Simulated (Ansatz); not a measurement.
**NaCuS2, from a guessed structure to a relaxed one**

This structure for NaCuS2 is made up. Its elements were placed in a known structure type with a cell scaled to their sizes. What cell does the guess relax to, and how far off was it?

Program: Ansatz 0.2.0. Level of theory: DFT, PBEsol, plane-wave PAW, files of the set soft_1, scalar-relativistic, ferromagnetic start, cell and ions relaxed at zero pressure; PAW set soft_1, in the first sound run; inputs show where later runs differ. Results are calculated unless marked as measured.

## 1. Starting point

Symmetry: R-3m, No. 166, trigonal system. Conventional cell: a = 3.650 Å, b = 3.650 Å, c = 18.519 Å, α = 90.00°, β = 90.00°, γ = 120.00°. Cu has 6 S at 2.44 Å nearest. Nearest to S lie 3 Cu at 2.44 Å and 3 Na at 2.81 Å. Na has 6 S at 2.81 Å nearest. Farther neighbours and most contacts between anions are not listed.

## 2. Relaxation of the guess

The guessed cell has no reason to be at equilibrium. It is relaxed with the atoms, within the space group of the guess.

The input, input.yaml:

```yaml
crystal:
  lattice:
    - [1.825, 1.053664241, 6.173]
    - [-1.825, 1.053664241, 6.173]
    - [0.0, -2.107328483, 6.173]
  atoms:
    - { symbol: Cu, position: [0.0, 0.0, 0.0], spin: 0.6 }
    - { symbol: S, position: [0.2674, 0.2674, 0.2674] }
    - { symbol: S, position: [0.7326, 0.7326, 0.7326] }
    - { symbol: Na, position: [0.5, 0.5, 0.5] }
magnetization:
  spin_polarized: true
kpoints:
  mp_grid: { grid: [9, 9, 9] }
scf:
  occupations: { method: fermi_dirac, width: 0.05 }
hamiltonian:
  xc: pbesol
  pseudopotentials: { kind: paw, azcp: { folder: soft_1 }, xc_functional: pbe }
relax:
  f_tol: 0.015
  max_steps: 70
  cell: {}
output:
  forces: true
  stress: true
```

Started as:

```
ansatz run input.yaml --threads 4 --pin off --max-ram 10240MiB --backend cpu --events-out ev --progress --plain --runs-dir out
```

Numbers of over 12 decimals in the logs are rounded to 6 here.

The program printed:

```text
basis.fft_grid_basis auto: the FFT boxes are laid along the combinations [[1, 0, -1], [0, 1, -1], [0, 0, 1]] of the cell's own vectors, 3.650, 3.650 and 6.523 Å long. The dense box has 25×25×45 points. Along the cell's own vectors, as sized, it would have 45×45×45, 3.24 times as many. Of the 12 symmetry operations that the crystal satisfies within crystal.symmetry.tolerance (time reversal apart; of a slab, those that [...]
Engine: ansatz 0.2.0, aarch64-unknown-linux-gnu
Pseudopotentials: kind: paw
Pseudopotential: Cu, paw, valence charge 19, recommended cutoff 420 eV (normal), soft_1/Cu.paw.azcp
Pseudopotential: S, paw, valence charge 6, recommended cutoff 420 eV (normal), soft_1/S.paw.azcp
Pseudopotential: Na, paw, valence charge 9, recommended cutoff 420 eV (normal), soft_1/Na.paw.azcp
Functional definition: PBEsol
  exchange = pbesol_x
  correlation = pbesol_c
Crystal: 4 atoms, lattice volume = 71.222 Å³
Basis set: ecut = 420 eV, 1371 PW (Γ), FFT grids on a1−a3, a2−a3, a3, exchange–correlation on 50×50×90 points (8 copies of the dense FFT grid, shifted against one another)
Bands: 25, of which v1, the nominal top of the filled ones, is band 20 counted from 1 (19 counted from 0)
Symmetry: 12 space group operations
Space group: R-3m (ITA 166), of the structure as read, at distance tolerance 4.1e-5 Å
Magnetic group: BNS 166.97 (UNI 1327), of the structure as read, at distance tolerance 4.1e-5 Å
k-points: 85 of 729
Non-local potential: Cu, projectors of the file, l = 0: 3, l = 1: 2, l = 2: 3, l = 3: 1
Non-local potential: S, projectors of the file, l = 0: 2, l = 1: 2, l = 2: 1
Non-local potential: Na, projectors of the file, l = 0: 3, l = 1: 2, l = 2: 1
PAW form: soft (Blöchl's): semilocal exchange-correlation on the pseudo side does not see the compensation charge
PAW frozen core: Cu, regenerated for the run's functional, and the local potential with it (the file was generated under x = pbe(κ = 0.804, μ = 0.219515), c = pbe(β = 0.066725))
PAW frozen core: S, regenerated for the run's functional, and the local potential with it (the file was generated under x = pbe(κ = 0.804, μ = 0.219515), c = pbe(β = 0.066725))
PAW frozen core: Na, regenerated for the run's functional, and the local potential with it (the file was generated under x = pbe(κ = 0.804, μ = 0.219515), c = pbe(β = 0.066725))
PAW one-centre angular grid: Cu, 590 points (default); XC on 64 Gauss nodes
PAW one-centre angular grid: S, 110 points (default); XC on 64 Gauss nodes
PAW one-centre angular grid: Na, 110 points (default); XC on 64 Gauss nodes
Initial density: superposition of atomic densities (chi_scale 0.1, normalization cell, long waves kept (reshape's long-wave potential 0.11 eV rms))
Starting moments: Σ|m| = 0.6 μB on 1 of 4 sites
Initial wavefunctions: pseudopotential atomic-orbital guess
Functional: x = pbesol(κ = 0.804, μ = 0.123457), c = pbesol(β = 0.046)
SCF iter   1: F=—  HF=-9838.769511 eV  |F-HF|=—  |Δ(HF+E_count)|=         —  Δρ=1.09e-1 (↑8.02e-2 ↓1.09e-1)  dr2=2.57e1  dr2_m=1.76e-1  M=1.030 μB ∫|m|=1.033 μB  β_m=1.00  ethr=3.10e-3  ⟨swp⟩=6.5  Hψ=20164  notcnv=0
preconditioner: auto → Kerker (q_TF=auto, 2.478 Å⁻¹)  [metal: Δε(μ)=0.009 eV  Ē_g=8.235 eV  σ=0.050 eV  W_gap=0.05  n_scr=22 (ndim 8)  ℏωp=21.6 eV  f_vac=0.000  D(μ)=4.57/eV (n_scr^D=42)]
spin=Collinear: Kerker preconditioning applied to the charge; magnetization (m = ρ↑ − ρ↓) channel mixes plain (no charge-response kernel on spin).
SCF iter   2: F=—  HF=-9837.205229 eV  |F-HF|=—  |Δ(HF+E_count)|=    1.56e0  Δρ=7.78e-2 (↑2.21e-2 ↓7.78e-2)  dr2=3.50e0  dr2_m=1.02e0  M=0.490 μB ∫|m|=0.509 μB  β_m=0.30  ethr=3.10e-3  ⟨swp⟩=3.1  Hψ=11930  notcnv=0
SCF iter   3: F=—  HF=-9836.441680 eV  |F-HF|=—  |Δ(HF+E_count)|=   7.64e-1  Δρ=3.36e-2 (↑3.36e-2 ↓1.34e-2)  dr2=2.88e0  dr2_m=1.46e-1  M=0.694 μB ∫|m|=0.711 μB  β_m=0.30  ethr=3.10e-3  ⟨swp⟩=2.2  Hψ=9834  notcnv=0
SCF iter   4: F=—  HF=-9835.840163 eV  |F-HF|=—  |Δ(HF+E_count)|=   6.02e-1  Δρ=2.53e-2 (↑1.52e-2 ↓2.53e-2)  dr2=2.42e-1  dr2_m=2.27e-1  M=0.593 μB ∫|m|=0.614 μB  β_m=0.30  ethr=3.10e-3  ⟨swp⟩=3.1  Hψ=9695  notcnv=0
SCF iter   5: F=—  HF=-9835.859974 eV  |F-HF|=—  |Δ(HF+E_count)|=   1.98e-2  Δρ=3.08e-2 (↑5.65e-3 ↓3.08e-2)  dr2=4.02e-1  dr2_m=1.89e-1  M=0.544 μB ∫|m|=0.564 μB  β_m=0.30  ethr=6.05e-4  ⟨swp⟩=3.1  Hψ=6785  notcnv=0
SCF iter   6: F=—  HF=-9835.842059 eV  |F-HF|=—  |Δ(HF+E_count)|=   1.79e-2  Δρ=1.84e-2 (↑6.56e-3 ↓1.84e-2)  dr2=1.15e-1  dr2_m=9.60e-2  M=0.538 μB ∫|m|=0.559 μB  β_m=0.30  ethr=6.05e-4  ⟨swp⟩=3.0  Hψ=8850  notcnv=0  defer=1
SCF iter   7: F=—  HF=-9835.830792 eV  |F-HF|=—  |Δ(HF+E_count)|=   1.13e-2  Δρ=1.43e-2 (↑1.43e-2 ↓1.67e-3)  dr2=1.14e-1  dr2_m=2.89e-2  M=0.551 μB ∫|m|=0.571 μB  β_m=0.30  ethr=2.86e-4  ⟨swp⟩=2.7  Hψ=6611  notcnv=0
SCF iter   8: F=—  HF=-9835.833619 eV  |F-HF|=—  |Δ(HF+E_count)|=   2.83e-3  Δρ=1.13e-2 (↑1.13e-2 ↓1.06e-3)  dr2=6.29e-2  dr2_m=2.00e-2  M=0.537 μB ∫|m|=0.557 μB  β_m=0.30  ethr=2.85e-4  ⟨swp⟩=1.2  Hψ=5697  notcnv=0
SCF iter   9: F=—  HF=-9835.834401 eV  |F-HF|=—  |Δ(HF+E_count)|=   7.83e-4  Δρ=6.81e-3 (↑6.81e-3 ↓3.26e-3)  dr2=6.29e-3  dr2_m=1.64e-2  M=0.516 μB ∫|m|=0.537 μB  β_m=0.30  ethr=1.57e-4  ⟨swp⟩=1.9  Hψ=4668  notcnv=0
Mixer restart at iter 9: flushing history
spin-set hold released at iteration 9 (site moments contracting): the magnetisation degrees of freedom join the quasi-Newton model from the next iteration; the mixer history was flushed
SCF iter  10: F=—  HF=-9835.834911 eV  |F-HF|=—  |Δ(HF+E_count)|=   5.10e-4  Δρ=4.70e-3 (↑4.70e-3 ↓3.92e-3)  dr2=3.98e-4  dr2_m=1.21e-2  M=0.499 μB ∫|m|=0.519 μB  β_m=0.65  ethr=1.57e-5  ⟨swp⟩=1.2  Hψ=4408  notcnv=0
SCF iter  11: F=—  HF=-9835.841884 eV  |F-HF|=—  |Δ(HF+E_count)|=   6.97e-3  Δρ=5.51e-3 (↑5.51e-3 ↓3.20e-3)  dr2=3.53e-2  dr2_m=1.09e-3  M=0.443 μB ∫|m|=0.462 μB  β_m=0.65  ethr=9.95e-7  ⟨swp⟩=2.8  Hψ=8955  notcnv=0
SCF iter  12: F=—  HF=-9835.837357 eV  |F-HF|=—  |Δ(HF+E_count)|=   4.53e-3  Δρ=2.57e-3 (↑8.15e-4 ↓2.57e-3)  dr2=4.46e-3  dr2_m=8.36e-4  M=0.396 μB ∫|m|=0.414 μB  β_m=0.82  ethr=9.95e-7  ⟨swp⟩=3.1  Hψ=9712  notcnv=0
SCF iter  13: F=—  HF=-9835.837678 eV  |F-HF|=—  |Δ(HF+E_count)|=   3.20e-4  Δρ=8.67e-4 (↑8.67e-4 ↓8.29e-4)  dr2=1.29e-5  dr2_m=4.66e-4  M=0.317 μB ∫|m|=0.330 μB  β_m=0.91  ethr=9.95e-7  ⟨swp⟩=2.0  Hψ=8106  notcnv=0
SCF iter  14: F=—  HF=-9835.838243 eV  |F-HF|=—  |Δ(HF+E_count)|=   5.65e-4  Δρ=7.68e-4 (↑7.68e-4 ↓4.47e-4)  dr2=1.13e-4  dr2_m=2.24e-4  M=0.247 μB ∫|m|=0.257 μB  β_m=0.31  ethr=3.22e-8  ⟨swp⟩=3.3  Hψ=9762  notcnv=0
[...]
Basis set: ecut = 420 eV, 1317 PW (Γ), FFT grids on a1−a3, a2−a3, a3, exchange–correlation on 48×48×96 points (8 copies of the dense FFT grid, shifted against one another)
Initial wavefunctions: pseudopotential atomic-orbital guess (no wavefunctions were taken with the density)
iter 1 solved again at ethr=3.74e-7 eV; its pass at ethr=3.10e-3 eV (dr2=1.50e-4 eV) is discarded
SCF iter   1: F=—  HF=-9835.947341 eV  |F-HF|=—  |Δ(HF+E_count)|=         —  Δρ=4.98e-4 (↑4.98e-4 ↓4.98e-4)  dr2=2.91e-5  dr2_m=1.20e-11  M=0.000 μB ∫|m|=0.000 μB  β_m=0.30  ethr=3.74e-7  ⟨swp⟩=3.7  Hψ=32473  notcnv=0
preconditioner: auto → Kerker (q_TF=auto, 2.493 Å⁻¹)  [metal: Δε(μ)=0.013 eV  Ē_g=13.160 eV  σ=0.050 eV  W_gap=0.07  n_scr=22 (ndim 8)  ℏωp=24.5 eV  f_vac=0.024  D(μ)=3.71/eV (n_scr^D=36)]
spin=Collinear: Kerker preconditioning applied to the charge; magnetization (m = ρ↑ − ρ↓) channel mixes plain (no charge-response kernel on spin).
SCF iter   2: F=—  HF=-9835.950059 eV  |F-HF|=—  |Δ(HF+E_count)|=   2.72e-3  Δρ=3.59e-4 (↑3.59e-4 ↓3.59e-4)  dr2=1.87e-5  dr2_m=8.58e-12  M=0.000 μB ∫|m|=0.000 μB  β_m=0.53  ethr=7.28e-8  ⟨swp⟩=2.0  Hψ=6076  notcnv=0
SCF iter   3: F=—  HF=-9835.951719 eV  |F-HF|=—  |Δ(HF+E_count)|=   1.66e-3  Δρ=1.63e-4 (↑1.63e-4 ↓1.63e-4)  dr2=2.79e-6  dr2_m=5.04e-12  M=0.000 μB ∫|m|=0.000 μB  β_m=0.63  ethr=4.67e-8  ⟨swp⟩=2.0  Hψ=6028  notcnv=0
SCF iter   4: F=—  HF=-9835.952068 eV  |F-HF|=—  |Δ(HF+E_count)|=   3.49e-4  Δρ=3.75e-5 (↑3.75e-5 ↓3.74e-5)  dr2=2.71e-6  dr2_m=2.71e-12  M=0.000 μB ∫|m|=0.000 μB  β_m=0.60  ethr=6.98e-9  ⟨swp⟩=2.0  Hψ=7642  notcnv=0
SCF iter   5: F=—  HF=-9835.952072 eV  |F-HF|=—  |Δ(HF+E_count)|=   3.56e-6  Δρ=1.03e-5 (↑1.03e-5 ↓1.02e-5)  dr2=3.71e-7  dr2_m=1.85e-12  M=0.000 μB ∫|m|=0.000 μB  β_m=0.71  ethr=6.78e-9  ⟨swp⟩=1.0  Hψ=4250  notcnv=0
SCF iter   6: F=—  HF=-9835.952072 eV  |F-HF|=—  |Δ(HF+E_count)|=   2.39e-7  Δρ=5.99e-6 (↑5.99e-6 ↓5.99e-6)  dr2=9.73e-8  dr2_m=1.14e-12  M=0.000 μB ∫|m|=0.000 μB  β_m=0.79  ethr=9.28e-10  ⟨swp⟩=2.1  Hψ=5185  notcnv=0
SCF iter   7: F=—  HF=-9835.952072 eV  |F-HF|=—  |Δ(HF+E_count)|=   3.64e-7  Δρ=2.79e-6 (↑2.79e-6 ↓2.75e-6)  dr2=5.00e-8  dr2_m=4.12e-13  M=0.000 μB ∫|m|=0.000 μB  β_m=0.89  ethr=2.43e-10  ⟨swp⟩=1.1  Hψ=4262  notcnv=0
SCF iter   8: F=—  HF=-9835.952072 eV  |F-HF|=—  |Δ(HF+E_count)|=   2.55e-9  Δρ=5.85e-7 (↑5.85e-7 ↓5.73e-7)  dr2=3.66e-9  dr2_m=1.18e-13  M=0.000 μB ∫|m|=0.000 μB  β_m=0.86  ethr=1.25e-10  ⟨swp⟩=2.0  Hψ=4703  notcnv=0
SCF iter   9: F=—  HF=-9835.951963 eV  |F-HF|=—  |Δ(HF+E_count)|=   1.09e-4  Δρ=2.91e-6 (↑2.90e-6 ↓2.91e-6)  dr2=1.36e-8  dr2_m=1.67e-14  M=0.000 μB ∫|m|=0.000 μB  β_m=0.86  ethr=9.16e-12  ⟨swp⟩=3.4  Hψ=9368  notcnv=0
SCF iter  10: F=—  HF=-9835.951963 eV  |F-HF|=—  |Δ(HF+E_count)|=   4.98e-9  Δρ=2.81e-6 (↑2.81e-6 ↓2.81e-6)  dr2=1.29e-8  dr2_m=1.58e-14  M=0.000 μB ∫|m|=0.000 μB  β_m=0.75  ethr=9.16e-12  ⟨swp⟩=1.0  Hψ=4250  notcnv=0
SCF iter  11: F=—  HF=-9835.951963 eV  |F-HF|=—  |Δ(HF+E_count)|=   4.28e-8  Δρ=1.73e-6 (↑1.73e-6 ↓1.73e-6)  dr2=5.41e-9  dr2_m=7.83e-15  M=0.000 μB ∫|m|=0.000 μB  β_m=0.74  ethr=9.16e-12  ⟨swp⟩=2.0  Hψ=6143  notcnv=0
SCF iter  12: F=—  HF=-9835.951963 eV  |F-HF|=—  |Δ(HF+E_count)|=   2.35e-8  Δρ=3.62e-7 (↑3.62e-7 ↓3.62e-7)  dr2=3.02e-10  dr2_m=4.33e-15  M=0.000 μB ∫|m|=0.000 μB  β_m=0.87  ethr=9.16e-12  ⟨swp⟩=2.0  Hψ=6290  notcnv=0
SCF iter  13: F=—  HF=-9835.951963 eV  |F-HF|=—  |Δ(HF+E_count)|=  3.35e-10  Δρ=2.63e-7 (↑2.63e-7 ↓2.63e-7)  dr2=1.23e-10  dr2_m=2.70e-15  M=0.000 μB ∫|m|=0.000 μB  β_m=0.82  ethr=1.00e-12  ⟨swp⟩=1.1  Hψ=4264  notcnv=0
SCF iter  14: F=-9835.951963 eV  HF=-9835.951963 eV  |F-HF|=3.64e-12  |Δ(HF+E_count)|=  5.57e-10  Δρ=2.00e-8 (↑1.87e-8 ↓2.00e-8)  dr2=7.28e-13  dr2_m=1.19e-15  M=0.000 μB ∫|m|=0.000 μB  ethr=1.00e-12  ⟨swp⟩=3.0  Hψ=15390  notcnv=0
the starting moments were not kept: the SCF closed with an absolute magnetisation of 1.6e-7 μB, where they sum to 0.6 μB in size (1 site). That is at most 0.1 of that sum. Measured as dr2_m measures the in/out step, that magnetisation stands 1.1e-14 eV from none, at or under the dr2_threshold of 4.0e-11 eV: it is no larger than a step whose dr2_m would equal this threshold.
SCF 7 converged in 14 iterations: F = -9835.951963 eV  dr2 = 7.28e-13
relax step   7: F+E_penalty+E_count = -9835.95196316 eV  Δ(F+E_penalty+E_count) = +2.122e-4 eV  max|allowed force component| = 7.412e-5 eV/Å  Δτ_max = 0.0000 Å  P = +0.007 GPa  Ω = 68.710 Å³  stress off target by 3.29e-2 GPa  SCF on the basis re-selected at this cell (its energy is not comparable with the rows above)  (14 SCF iters)
basis re-selected at this cell: Δ(F+E_penalty+E_count) = +2.122e-4 eV, ΔP = +0.008 GPa vs the last step (what re-selecting the basis moved, of the pressure what is left beyond the Pulay correction that the steps carried, after the strain that the cell walked since its last selection, with what the two solves' SCF thresholds leave and, on support functions, any second-order correction that the steps lacked; it is no measure of the basis error at this ecutwfc). The dense FFT grid was sized anew with the basis: this SCF ran on 24×24×48 points, the steps before it on 25×25×45, so part of this shift can come from that change (see relax.cell in the input reference). [rest of the remark cut]
SCF converged after 14 iterations
Magnetization: 0.0000 μB (20.0000 up, 20.0000 down)
Absolute magnetization: 0.0000 μB (∫|ρ↑−ρ↓|, with the PAW one-centre terms)
Spin contamination: 0.0000 ħ² per cell (⟨S²⟩ above its minimum at these occupations)
Per-site moments (μB) at R_I (Å): [(4.9610933080832806e-8, 0.978740), (3.489374456135374e-8, 0.978740), (3.489374461173641e-8, 0.978740), (2.0774733685989676e-9, 1.173347)]
Free energy (F): -9835.951963 eV
Harris-Foulkes:  -9835.951963 eV  (|F-HF|=3.64e-12)
Internal energy: -9835.921025 eV  (E = F + TS)
E sigma→0 (E₀):  -9835.936494 eV
Entropy (-TS):   -0.030938 eV (-7.735 meV/atom)
Fermi energy:    7.367742 eV
--- Per-component energies (eV) ---
  E_band       = -704.129396
  E_kinetic    = 583.803264
  E_local      = -8188.243211  (includes V_loc(G=0)·N_el)
  E_nonlocal   = 1234.320763
  E_hartree    = 3406.018371
  E_xc         = -281.133205
  E_vxc        = -301.368912  (∫ρ·V_xc dr)
  E_paw        = -3240.373822  (= ΣΔE_a)
  E_vpaw       = -844.678937  (= ΣTr[D̂ρ^β])
  E_aug_tail   = 0.000939  (compensation charges beyond the density's cutoff)
  E_ewald      = -3350.698919
  E_core_change = 0.384795  (= ΣΔE_core)
  E_smearing   = -0.030938  (= −TS)
  E_closure    = 0.000000  (closes the sum)
  Σ components = -9835.951963   (vs F -9835.951963, Δ=0.00e0)
--- Forces (eV/Å), atoms counted from 1 ---
  atom   1  Cu     0.00000000    -0.00000000    -0.00000000
  atom   2  S      0.00000000     0.00000000    -0.00007412
  atom   3  S     -0.00000000    -0.00000000     0.00007412
  atom   4  Na    -0.00000000     0.00000000     0.00000000
  max |Σ_I F_I| component: 5.39e-28 eV/Å
--- Stress (GPa, compression-positive) ---
       -0.005942      -0.000000      -0.000000
       -0.000000      -0.005942      -0.000000
       -0.000000      -0.000000       0.032912
  P = ⅓ Tr σ = 0.0070 GPa (0.070 kbar)
--- Relaxed structure (6 steps of the walk, 6 accepted, 1 SCFs on fresh bases) ---
  F+E_penalty+E_count = -9835.95196316 eV   max|allowed force component| = 7.412e-5 eV/Å   (the final SCF, on the basis selected at the relaxed cell)
  cell:  # Å, volume = 68.7104 Å³
    - [1.740085, 1.004638, 6.550748]
    - [-1.740085, 1.004638, 6.550748]
    - [0, -2.009277, 6.550748]
  atoms:
    - { symbol: Cu, position: [0, 0, 0] }
    - { symbol: S, position: [0.269119, 0.269119, 0.269119] }
    - { symbol: S, position: [0.730881, 0.730881, 0.730881] }
    - { symbol: Na, position: [0.500000, 0.500000, 0.500000] }
```

The job ended after 27 s (4 threads of Arm Neoverse V2, shared host; peak memory 0.43 GiB; 1.7 min of CPU time).

Relaxation path:

| step | energy less that of the first step (eV) | largest force component (eV/Å) | pressure (GPa) | volume (Å³) |
| --- | --- | --- | --- | --- |
| 1 | 0.0000 | 0.3469 | -3.15 | 71.22 |
| 2 | -0.0860 | 0.2113 | -1.46 | 69.66 |
| 3 | -0.1096 | 0.1323 | 0.64 | 68.43 |
| 4 | -0.1128 | 0.0500 | -0.07 | 68.64 |
| 5 | -0.1130 | 0.0137 | -0.03 | 68.78 |
| 6 | -0.1131 | 0.0002 | 0.00 | 68.71 |
| 7* | -0.1129 | 0.0001 | 0.01 | 68.71 |

Relaxation steps marked * repeat the geometry before them on a plane-wave basis chosen anew for their cell, so energy and pressure can jump there.

The run keeps the 12 symmetry operations that it works with, so distortions that break them were not tested.

| conventional cell, symmetrised | before | after | change |
| --- | --- | --- | --- |
| a (Å) | 3.650 | 3.480 | -4.7 % |
| b (Å) | 3.650 | 3.480 | -4.7 % |
| c (Å) | 18.519 | 19.652 | +6.1 % |
| volume (Å³/atom) | 17.81 | 17.18 | -3.5 % |

The atoms that moved most (Å, as changes of fractional coordinates times the final cell):

| atom | dx | dy | dz | length |
| --- | --- | --- | --- | --- |
| S3 | 0.000 | 0.000 | -0.034 | 0.034 |
| S2 | 0.000 | 0.000 | 0.034 | 0.034 |

The relaxed structure:

```cif
data_structure
_symmetry_space_group_name_H-M 'P 1'
_symmetry_Int_Tables_number 1
_cell_length_a 6.8520
_cell_length_b 6.8520
_cell_length_c 6.8520
_cell_angle_alpha 29.423
_cell_angle_beta 29.423
_cell_angle_gamma 29.423
_cell_volume 68.71
loop_
_atom_site_label
_atom_site_type_symbol
_atom_site_fract_x
_atom_site_fract_y
_atom_site_fract_z
_atom_site_occupancy
Cu1 Cu 0.00000 0.00000 0.00000 1
S2 S 0.26912 0.26912 0.26912 1
S3 S 0.73088 0.73088 0.73088 1
Na4 Na 0.50000 0.50000 0.50000 1
```

Numbers from this step:

| Property | Result |
| --- | --- |
| free energy | -9835.9520 eV |
| energy at zero smearing | -9835.9365 eV |
| smearing term TS | 0.03094 eV |
| Fermi energy | 7.368 eV |
| electrons | 40 |
| symmetry operations | 12 |
| pressure | 0.007010 GPa |

Shortest distances by pair of elements, guess and relaxed (not always the same contact):

| pair | guess (Å) | relaxed (Å) |
| --- | --- | --- |
| Cu–S | 2.436 | 2.373 |
| Na–S | 2.814 | 2.844 |
| S–S | 3.226 | 3.226 |
| Cu–Cu | 3.650 | 3.480 |
| Na–Na | 3.650 | 3.480 |

The relaxation ends with a largest force component of 7.4e-5 eV/Å and a pressure of 0.01 GPa. No moment survives the cycle: this start ends non-magnetic.

(Continued in part 2 of 2.)

[Logs are printed without paths, hosts, clocks, repeated set-up lines and the standing remarks that a program may print on its own settings, such as how far it seeks lower states.]

[Hosts, paths, dates, database ids (printed as entryN), source tags and the programs' standing remarks are cut or masked in the printed files.]
